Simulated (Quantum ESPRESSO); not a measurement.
Computed results, one entry a study.

## CoGe: which magnetic order is lowest

Symmetry: P2_13, No. 198, cubic system. Conventional cell: a = 4.579 Å, b = 4.579 Å, c = 4.579 Å, α = 90.00°, β = 90.00°, γ = 90.00°. Nearest to Co lie 7 Ge at 2.36 to 2.57 Å. Ge has 7 Co at 2.36 to 2.57 Å nearest. Farther neighbours are not listed.

| Property | Result |
| --- | --- |
| method | LDA; plane waves with GBRV 1.5 LDA potentials, no spin-orbit coupling, projections on orthogonalised atomic orbitals (and 2 further levels or steps) |
| program | Quantum ESPRESSO 7.5 |
| settings of one run | GBRV 1.5 LDA, potential files Ge: ge_lda_v1.4.uspp.F.UPF, Co: co_lda_v1.2.uspp.F.UPF, cutoff 544.23 eV, 6×6×6 k-mesh, 81 bands, fermi-dirac occupations, smearing width 0.1 eV, collinear spin, SCF threshold 1.60e-8, starting moments 2 2 -2 -2 0 0 0 0 μB |
| cost | 5 runs, 13 min in all on 4 MPI ranks of Arm Neoverse V1, shared host (the runs of this entry) |
| lowest state found | non-magnetic (from ferro ++++, antiferro ++-- and ferri +++-) |
| largest site moment | 0 μB |

The lowest state carries no moment, and no start kept one. Only these 3 starts were compared; other wavevectors, canted and longer-period orders were not.

[Hosts, paths, dates, database ids (printed as entryN), source tags and the programs' standing remarks are cut or masked in the printed files.]

[Where a cell is said to come from a database of computed structures, the database is the Materials Project.]
